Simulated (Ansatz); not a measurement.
# Meshes and cutoff for the phonons of SiC (Moissanite, P6_3mc), part 2 of 4

Wanted: convergence of the phonons of SiC (Moissanite, P6_3mc) against cost.

Ansatz 0.2.0; DFT LDA, scalar-relativistic, plane waves, PAW; PAW set soft_1.

So far, highest frequency on the path or at a solved wavevector (cm⁻¹): step 3 (response at finite wavevector) 972. The relaxed cell has a = 3.056, c = 5.016 Å (conventional setting).

## (5) Another k mesh, k-mesh 4×4×2, q mesh 2×2×2

The k mesh is changed to 4×4×2 on a small fixed q mesh, to find the coarsest that serves.

Input file input.yaml:

```yaml
crystal:
  lattice:
    - [3.0564521919, 0.0, 0.0]
    - [-1.5282260959, 2.6469652437, 0.0]
    - [0.0, 0.0, 5.0158810915]
  atoms:
    - { symbol: Si, position: [0.3333333333, 0.6666666667, 0.0045896652] }
    - { symbol: Si, position: [0.6666666667, 0.3333333333, 0.5045896652] }
    - { symbol: C, position: [0.3333333333, 0.6666666667, 0.3804103348] }
    - { symbol: C, position: [0.6666666667, 0.3333333333, 0.8804103348] }
kpoints:
  mp_grid: { grid: [4, 4, 2] }
hamiltonian:
  xc: lda
  pseudopotentials: { kind: paw, azcp: { folder: soft_1 }, xc_functional: pbe }
scf:
  occupations: { method: fixed }
output:
  eigenvalues: true
phonons:
  method: dfpt
  dielectric: true
  rigid_motions: translations
  qmesh: [2, 2, 2]
  temperatures: { t_max: 1000, t_step: 50 }
  qpath:
    path:
      - [[0.0, 0.0, 0.0], [0.5, 0.0, 0.0], [0.33333333, 0.33333333, 0.0], [0.0, 0.0, 0.0], [0.0, 0.0, 0.5], [0.5, 0.0, 0.5], [0.33333333, 0.33333333, 0.5], [0.0, 0.0, 0.5]]
      - [[0.5, 0.0, 0.5], [0.5, 0.0, 0.0]]
      - [[0.33333333, 0.33333333, 0.5], [0.33333333, 0.33333333, 0.0]]
    npoints: 10
```

Launch:

```sh
$ ansatz run input.yaml --threads 8 --pin off --max-ram 16384MiB --backend cpu --events-out ev --progress --plain --runs-dir out
```

Numbers of over 12 decimals in the logs are rounded to 6 here.

The log of the run:

```text
[...]
Crystal: 4 atoms, lattice volume = 40.580 Å³
Basis set: ecut = 420 eV, 785 PW (Γ), exchange–correlation on 48×48×72 points (8 copies of the dense FFT grid, shifted against one another)
Bands: 12, of which v1, the nominal top of the filled ones, is band 8 counted from 1 (7 counted from 0)
Symmetry: 12 space group operations
k-points: 14 of 32 (irreducible under 2 space group operations, time reversal used)
[...]
SCF iter   1: F=—  HF=-1707.551484 eV  |F-HF|=—  |Δ(HF+E_count)|=         —  Δρ=1.43e-1  dr2=9.96e0  ethr=3.10e-3  ⟨swp⟩=4.1  Hψ=980  notcnv=0  defer=20
[...]
SCF iter   9: F=-1704.272782 eV  HF=-1704.272782 eV  |F-HF|=1.59e-12  |Δ(HF+E_count)|=  3.55e-11  Δρ=7.99e-8  dr2=1.66e-12  ethr=1.00e-12  ⟨swp⟩=7.6  Hψ=1098  notcnv=0
SCF 1 converged in 9 iterations: F = -1704.272782 eV  dr2 = 1.66e-12
[...]
DFPT response loops at Γ: preconditioner auto → Resta (q_TF=auto, 2.336 Å⁻¹)  ε∞=4.7 (no band partly filled); β = 1.00, the filter's whole step (`scf.mixing.beta` (0.50) is not read by the response loops at its default; to damp them type it under 1.00, their step now; it binds the ground state too); Broyden in place of MSR1
── the response to a field inside a basis, on 10×10×6 k-points: an SCF that follows is theirs, and a resumed run solves both again ──
Bands: 9, of which v1, the nominal top of the filled ones, is band 8 counted from 1 (7 counted from 0)
k-points: 90 of 600 (irreducible under 4 space group operations, time reversal used)
[...]
Eigensolver: Dense (90 Hₖ)
SCF iter   1: F=—  HF=-1704.402211 eV  |F-HF|=—  |Δ(HF+E_count)|=         —  Δρ=2.59e-3  dr2=2.54e-3  ethr=1.00e-1
[...]
SCF iter   6: F=-1704.401407 eV  HF=-1704.401407 eV  |F-HF|=2.56e-10  |Δ(HF+E_count)|=   3.08e-8  Δρ=2.21e-6  dr2=1.00e-9  ethr=8.24e-10
SCF 1 converged in 6 iterations: F = -1704.401407 eV  dr2 = 1.00e-9
[...]
WARN: field response: ε∞ stands inside a basis, on 10×10×6 points; the force constants stand on the 4×4×2 k-mesh, whose period is 8.12 times the interband length at k = (0.0000, 0.0000, 0.0000), direct gap 4.891 eV, under 14: take them and everything formed from them as unconverged, and compare with a denser kpoints.mp_grid
[...]
SCF converged after 9 iterations
Free energy (F): -1704.272782 eV
[...]
Internal energy: -1704.272782 eV  (E = F + TS)
E sigma→0 (E₀):  -1704.272782 eV
Fermi energy:    9.673690 eV
[...]
--- Band table (eV; the first three rows and the last of 14) ---
  k-point 0: bands = [... 4 lower, 8.3421, 9.5544, 9.6737, 9.6737, 14.5652, 16.0593, 16.3165, 16.3165]
  k-point 1: bands = [... 4 lower, 8.9542, 8.9542, 8.9542, 8.9542, 15.6370, 15.6370, 16.9989, 16.9989]
  k-point 2: bands = [... 4 lower, 6.7296, 7.1075, 8.6328, 9.0637, 13.6638, 15.4458, 17.0592, 17.3071]
  k-point 13: bands = [... 4 lower, 4.9409, 4.9409, 7.5916, 7.5916, 14.4742, 14.4742, 16.5129, 16.5129]
--- Phonons (Γ-DFPT): 4 representative perturbations + reference, on 14 of 32 k-points (Σ response iterations 12) ---
  k mesh reduced under 2 symmetry operations, with k and −k counted as one. Each operation leaves every solved perturbation unchanged. A smaller set is not considered because the run solves the response to a homogeneous field
  ASR residual: 2.900e-5 → 0.000e0 eV/Å²; symmetrization residual: 8.395e-7 eV/Å²
  ASR residual per site (eV/Å²): 1.24e-5 1.24e-5 2.90e-5 2.90e-5
[...]
ε∞ (high-frequency dielectric tensor):
        6.887210     0.000000     0.000000
        0.000000     6.887210     0.000000
        0.000000     0.000000     7.246562
  ε⁰ (static dielectric tensor: ions relaxed, cell fixed):
       10.112207     0.000000    -0.000000
        0.000000    10.112207    -0.000000
       -0.000000    -0.000000    11.288397
  ε⁰ − ε∞ (ionic part):
        3.224997    -0.000000    -0.000000
       -0.000000     3.224997    -0.000000
       -0.000000    -0.000000     4.041835
  softest optical mode at Γ: 253.47 cm⁻¹; the repairs (sum rule, projections) moved no ω² at Γ by more than (0.94 cm⁻¹)²
  Born effective charges Z* (e; rows j = field, columns β = displacement):
    site 0:
         2.69312    0.00000   -0.00000
        -0.00000    2.69312   -0.00000
         0.00000    0.00000    2.89256
    site 1:
         2.69312    0.00000   -0.00000
         0.00000    2.69312   -0.00000
        -0.00000   -0.00000    2.89256
    site 2:
        -2.69312   -0.00000    0.00000
         0.00000   -2.69312    0.00000
        -0.00000   -0.00000   -2.89256
    site 3:
        -2.69312   -0.00000    0.00000
        -0.00000   -2.69312   -0.00000
         0.00000    0.00000   -2.89256
  Z* charge neutrality: 4.094e-3 e pre-enforcement
  solved inside a basis spanned on kpoints, on 10×10×6 k-points, its susceptibility summed on 14×14×8: ε∞ is read to err by 2.5e-2, Z* by 1.5e-2 e (field_mesh: kpoints solves on kpoints); Z* is corrected for what the basis lacks
  optical modes at Γ without the LO–TO term, one row a degenerate level:
      ω (cm⁻¹)  modes    IR ((D/Å)²/amu)
        253.47      2             0.0000
        603.84      1             0.0000
        762.96      2             0.0000
        772.48      1            45.8886
        805.16      2            79.5575
        840.38      1             0.0000
  optical modes at Γ + LO–TO along q̂ = [1.0000, 0.0000, 0.0000]:
      ω (cm⁻¹)  modes    IR ((D/Å)²/amu)
        253.47      2             0.0000
        603.84      1             0.0000
        762.96      2             0.0000
        772.48      1            45.8886
        805.16      1            39.7788
        840.38      1             0.0000
        975.63      1            39.7788
  optical modes at Γ + LO–TO along q̂ = [0.0000, 1.0000, 0.0000]:
      ω (cm⁻¹)  modes    IR ((D/Å)²/amu)
        253.47      2             0.0000
        603.84      1             0.0000
        762.96      2             0.0000
        772.48      1            45.8886
        805.16      1            39.7788
        840.38      1             0.0000
        975.63      1            39.7788
  optical modes at Γ + LO–TO along q̂ = [0.0000, 0.0000, 1.0000]:
      ω (cm⁻¹)  modes    IR ((D/Å)²/amu)
        253.47      2             0.0000
        603.84      1             0.0000
        762.96      2             0.0000
        805.16      2            79.5575
        840.38      1             0.0000
        964.13      1            45.8886
--- Phonons (arbitrary-q DFPT): 4 irreducible q on the 2×2×2 mesh ---
[...]
interpolated dispersion: 94 rows × 12 modes
[...]
```

The job ended after 9.6 s (8 threads of Arm Neoverse V1, shared host; peak memory 0.53 GiB; 63 s of CPU time).

The run finished; it serves as a test, and its numbers are not taken as the result.

## (6) Another k mesh, k-mesh 4×4×4, q mesh 2×2×2

The k mesh is changed to 4×4×4 on a small fixed q mesh, to find the coarsest that serves.

input.yaml, as its differences from that of step 5:

```diff
@@ -11,3 +11,3 @@
 kpoints:
-  mp_grid: { grid: [4, 4, 2] }
+  mp_grid: { grid: [4, 4, 4] }
 hamiltonian:
```

The log of the run:

```text
[...]
Crystal: 4 atoms, lattice volume = 40.580 Å³
Basis set: ecut = 420 eV, 785 PW (Γ), exchange–correlation on 48×48×72 points (8 copies of the dense FFT grid, shifted against one another)
Bands: 12, of which v1, the nominal top of the filled ones, is band 8 counted from 1 (7 counted from 0)
Symmetry: 12 space group operations
k-points: 24 of 64 (irreducible under 2 space group operations, time reversal used)
[...]
SCF iter   1: F=—  HF=-1707.550057 eV  |F-HF|=—  |Δ(HF+E_count)|=         —  Δρ=1.43e-1  dr2=9.96e0  ethr=3.10e-3  ⟨swp⟩=4.2  Hψ=1684  notcnv=0  defer=39
[...]
SCF iter   9: F=-1704.268915 eV  HF=-1704.268915 eV  |F-HF|=2.27e-13  |Δ(HF+E_count)|=  9.55e-11  Δρ=7.02e-8  dr2=1.13e-12  ethr=1.00e-12  ⟨swp⟩=8.4  Hψ=2004  notcnv=0
SCF 1 converged in 9 iterations: F = -1704.268915 eV  dr2 = 1.13e-12
[...]
Bands: 9, of which v1, the nominal top of the filled ones, is band 8 counted from 1 (7 counted from 0)
k-points: 90 of 600 (irreducible under 4 space group operations, time reversal used)
[...]
Eigensolver: Dense (90 Hₖ)
SCF iter   1: F=—  HF=-1704.401993 eV  |F-HF|=—  |Δ(HF+E_count)|=         —  Δρ=2.54e-3  dr2=2.59e-3  ethr=1.00e-1
[...]
SCF iter   5: F=-1704.401170 eV  HF=-1704.401170 eV  |F-HF|=5.86e-9  |Δ(HF+E_count)|=   4.28e-7  Δρ=1.15e-5  dr2=2.75e-8  ethr=1.23e-8
SCF 1 converged in 5 iterations: F = -1704.401170 eV  dr2 = 2.75e-8
[...]
SCF converged after 9 iterations
Free energy (F): -1704.268915 eV
[...]
Internal energy: -1704.268915 eV  (E = F + TS)
E sigma→0 (E₀):  -1704.268915 eV
Fermi energy:    9.672944 eV
[...]
--- Band table (eV; the first three rows and the last of 24) ---
  k-point 0: bands = [... 4 lower, 8.3415, 9.5568, 9.6729, 9.6729, 14.5651, 16.0596, 16.3152, 16.3152]
  k-point 1: bands = [... 4 lower, 8.5114, 8.5114, 9.4492, 9.4492, 14.8419, 16.4334, 16.4334, 16.7509]
  k-point 2: bands = [... 4 lower, 8.9536, 8.9536, 8.9536, 8.9536, 15.6368, 15.6368, 16.9976, 16.9976]
  k-point 23: bands = [... 4 lower, 4.9401, 4.9401, 7.5926, 7.5926, 14.4745, 14.4745, 16.5128, 16.5128]
[...]
ASR residual: 2.485e-5 → 0.000e0 eV/Å²; symmetrization residual: 8.177e-7 eV/Å²
  ASR residual per site (eV/Å²): 1.47e-5 1.47e-5 2.49e-5 2.49e-5
[...]
ε∞ (high-frequency dielectric tensor):
        6.887260     0.000000    -0.000000
        0.000000     6.887260    -0.000000
        0.000000    -0.000000     7.246731
  ε⁰ (static dielectric tensor: ions relaxed, cell fixed):
       10.114090     0.000000    -0.000000
        0.000000    10.114090    -0.000000
       -0.000000    -0.000000    11.319071
  ε⁰ − ε∞ (ionic part):
        3.226830     0.000000    -0.000000
        0.000000     3.226830    -0.000000
       -0.000000    -0.000000     4.072340
[...]
Born effective charges Z* (e; rows j = field, columns β = displacement):
    site 0:
         2.69317    0.00000    0.00000
         0.00000    2.69317   -0.00000
         0.00000    0.00000    2.89270
    site 1:
         2.69317    0.00000   -0.00000
         0.00000    2.69317    0.00000
        -0.00000   -0.00000    2.89270
    site 2:
        -2.69317   -0.00000    0.00000
        -0.00000   -2.69317   -0.00000
        -0.00000    0.00000   -2.89270
    site 3:
        -2.69317   -0.00000   -0.00000
        -0.00000   -2.69317    0.00000
         0.00000    0.00000   -2.89270
  Z* charge neutrality: 4.113e-3 e pre-enforcement
[...]
optical modes at Γ without the LO–TO term, one row a degenerate level:
      ω (cm⁻¹)  modes    IR ((D/Å)²/amu)
        256.27      2             0.0000
        600.14      1             0.0000
        767.63      2             0.0000
        769.62      1            45.8929
        804.95      2            79.5604
        838.26      1             0.0000
  optical modes at Γ + LO–TO along q̂ = [1.0000, 0.0000, 0.0000]:
      ω (cm⁻¹)  modes    IR ((D/Å)²/amu)
        256.27      2             0.0000
        600.14      1             0.0000
        767.63      2             0.0000
        769.62      1            45.8929
        804.95      1            39.7802
        838.26      1             0.0000
        975.46      1            39.7802
  optical modes at Γ + LO–TO along q̂ = [0.0000, 1.0000, 0.0000]:
      ω (cm⁻¹)  modes    IR ((D/Å)²/amu)
        256.27      2             0.0000
        600.14      1             0.0000
        767.63      2             0.0000
        769.62      1            45.8929
        804.95      1            39.7802
        838.26      1             0.0000
        975.46      1            39.7802
  optical modes at Γ + LO–TO along q̂ = [0.0000, 0.0000, 1.0000]:
      ω (cm⁻¹)  modes    IR ((D/Å)²/amu)
        256.27      2             0.0000
        600.14      1             0.0000
        767.63      2             0.0000
        804.95      2            79.5604
        838.26      1             0.0000
        961.85      1            45.8929
--- Phonons (arbitrary-q DFPT): 4 irreducible q on the 2×2×2 mesh ---
[...]
interpolated dispersion: 94 rows × 12 modes
[...]
```

Wall time 10 s (8 threads); peak memory 0.52 GiB; 69 s of CPU time.

The run finished; it serves as a test, and its numbers are not taken as the result.

## (7) Another k mesh, k-mesh 6×6×4, q mesh 2×2×2

The k mesh is changed to 6×6×4 on a small fixed q mesh, to find the coarsest that serves.

input.yaml, as its differences from that of step 6:

```diff
@@ -11,3 +11,3 @@
 kpoints:
-  mp_grid: { grid: [4, 4, 4] }
+  mp_grid: { grid: [6, 6, 4] }
 hamiltonian:
```

The log of the run:

```text
[...]
Crystal: 4 atoms, lattice volume = 40.580 Å³
Basis set: ecut = 420 eV, 785 PW (Γ), exchange–correlation on 48×48×72 points (8 copies of the dense FFT grid, shifted against one another)
Bands: 12, of which v1, the nominal top of the filled ones, is band 8 counted from 1 (7 counted from 0)
Symmetry: 12 space group operations
k-points: 47 of 144 (irreducible under 2 space group operations, time reversal used)
[...]
ω (cm⁻¹)  modes    IR ((D/Å)²/amu)
[...]
optical modes at Γ + LO–TO along q̂ = [0.0000, 0.0000, 1.0000]:
      ω (cm⁻¹)  modes    IR ((D/Å)²/amu)
[...]
767.98      2             0.0000
        801.86      2            79.5598
        840.73      1             0.0000
        963.04      1            45.8892
--- Phonons (arbitrary-q DFPT): 4 irreducible q on the 2×2×2 mesh ---
[...]
interpolated dispersion: 94 rows × 12 modes
[...]
[key lines of the parts left out:]
SCF converged after 9 iterations
Free energy (F): -1704.390764 eV
Fermi energy:    9.644129 eV
```

Run time: 13 s. Hardware: 8 threads; peak memory 0.53 GiB.

A gap read on the k-mesh alone can miss the band edges.

Frequencies (cm⁻¹) solved at each irreducible wavevector; negative means imaginary. Frequencies by wavevector, by row:

```
q in reciprocal lattice units  star  mode 1  mode 2  mode 3  mode 4  mode 10  mode 11  mode 12
                        0 0 0     1       0       0       0   257.5    801.9    801.9    840.7
                     0 0 -0.5     1   194.1   194.1   194.1   194.1    783.5    916.5    916.5
                     0 -0.5 0     3   258.3   342.4   362.1   438.4      789    849.3    860.9
                  0 -0.5 -0.5     3   322.4   322.4   323.3   323.3    788.9    836.7    836.7
```

The highest optical mode at the zone centre (no LO-TO term) is 840.7 cm⁻¹, -0.3 cm⁻¹ against the base run.

The log warns of the k mesh: “the force constants stand on the 6×6×4 k-mesh, whose period is 10.94 times the interband length at k = (0.0000, -0.5000, 0.0000), direct gap 3.920 eV, under 14: take them and everything formed from them as unconverged”.

## (8) Another k mesh, k-mesh 8×8×6, q mesh 2×2×2

The k mesh is changed to 8×8×6 on a small fixed q mesh, to find the coarsest that serves.

input.yaml, as its differences from that of step 7:

```diff
@@ -11,3 +11,3 @@
 kpoints:
-  mp_grid: { grid: [6, 6, 4] }
+  mp_grid: { grid: [8, 8, 6] }
 hamiltonian:
```

The log of the run:

```text
[...]
Crystal: 4 atoms, lattice volume = 40.580 Å³
Basis set: ecut = 420 eV, 785 PW (Γ), exchange–correlation on 48×48×72 points (8 copies of the dense FFT grid, shifted against one another)
Bands: 12, of which v1, the nominal top of the filled ones, is band 8 counted from 1 (7 counted from 0)
Symmetry: 12 space group operations
[...]
ω (cm⁻¹)  modes    IR ((D/Å)²/amu)
[...]
optical modes at Γ + LO–TO along q̂ = [0.0000, 0.0000, 1.0000]:
      ω (cm⁻¹)  modes    IR ((D/Å)²/amu)
[...]
767.83      2             0.0000
        801.42      2            79.5820
        841.05      1             0.0000
        963.13      1            45.8901
--- Phonons (arbitrary-q DFPT): 4 irreducible q on the 2×2×2 mesh ---
[...]
interpolated dispersion: 94 rows × 12 modes
[...]
[key lines of the parts left out:]
SCF converged after 9 iterations
Free energy (F): -1704.400170 eV
Fermi energy:    9.640680 eV
```

Run time: 26 s. Hardware: 8 threads; peak memory 0.79 GiB.

Frequencies (cm⁻¹) solved at each irreducible wavevector; negative means imaginary. Frequencies by wavevector, by row:

```
q in reciprocal lattice units  star  mode 1  mode 2  mode 3  mode 4  mode 10  mode 11  mode 12
                        0 0 0     1       0       0       0   257.9    801.4    801.4      841
                     0 0 -0.5     1   194.4   194.4   194.4   194.4    783.4    916.6    916.6
                     0 -0.5 0     3   258.3   342.3     362   438.2    789.6    849.4    860.7
                  0 -0.5 -0.5     3   322.2   322.2   323.2   323.2    789.6    836.4    836.4
```

The highest optical mode at the zone centre (no LO-TO term) is 841.0 cm⁻¹, -0.0 cm⁻¹ against the base run.

The log warns of the k mesh: “the force constants stand on the 8×8×6 k-mesh, whose period is 13.15 times the interband length at k = (0.0000, -0.5000, 0.0000), direct gap 3.923 eV, under 14: take them and everything formed from them as unconverged”.

## (9) Another k mesh, k-mesh 14×14×8, q mesh 2×2×2

The k mesh is changed to 14×14×8 on a small fixed q mesh, to find the coarsest that serves.

input.yaml, as its differences from that of step 8:

```diff
@@ -11,3 +11,3 @@
 kpoints:
-  mp_grid: { grid: [8, 8, 6] }
+  mp_grid: { grid: [14, 14, 8] }
 hamiltonian:
```

The log of the run:

```text
[...]
Crystal: 4 atoms, lattice volume = 40.580 Å³
Basis set: ecut = 420 eV, 785 PW (Γ), exchange–correlation on 48×48×72 points (8 copies of the dense FFT grid, shifted against one another)
Bands: 12, of which v1, the nominal top of the filled ones, is band 8 counted from 1 (7 counted from 0)
Symmetry: 12 space group operations
[...]
ω (cm⁻¹)  modes    IR ((D/Å)²/amu)
[...]
optical modes at Γ + LO–TO along q̂ = [0.0000, 0.0000, 1.0000]:
      ω (cm⁻¹)  modes    IR ((D/Å)²/amu)
[...]
767.90      2             0.0000
        801.33      2            79.5897
        841.08      1             0.0000
        963.15      1            45.8886
--- Phonons (arbitrary-q DFPT): 4 irreducible q on the 2×2×2 mesh ---
[...]
interpolated dispersion: 94 rows × 12 modes
[...]
[key lines of the parts left out:]
SCF converged after 9 iterations
Free energy (F): -1704.401404 eV
Fermi energy:    9.640048 eV
```

The job ended after 60 s (8 threads; peak memory 1.1 GiB).

Frequencies (cm⁻¹) solved at each irreducible wavevector; negative means imaginary. Frequencies by wavevector, by row:

```
q in reciprocal lattice units  star  mode 1  mode 2  mode 3  mode 4  mode 10  mode 11  mode 12
                        0 0 0     1       0       0       0     258    801.3    801.3    841.1
                     0 0 -0.5     1   194.5   194.5   194.5   194.5    783.4    916.6    916.6
                     0 -0.5 0     3   258.4   342.3     362   438.2    789.7    849.5    860.6
                  0 -0.5 -0.5     3   322.1   322.1   323.2   323.2    789.7    836.4    836.4
```

The highest optical mode at the zone centre (no LO-TO term) is 841.1 cm⁻¹, +0.0 cm⁻¹ against the base run.

(Part 2 of 4 ends here.)

[Logs are printed without paths, hosts, clocks, repeated set-up lines and the standing remarks that a program may print on its own settings, such as how far it seeks lower states.]

[Hosts, paths, dates, database ids (printed as entryN), source tags and the programs' standing remarks are cut or masked in the printed files.]
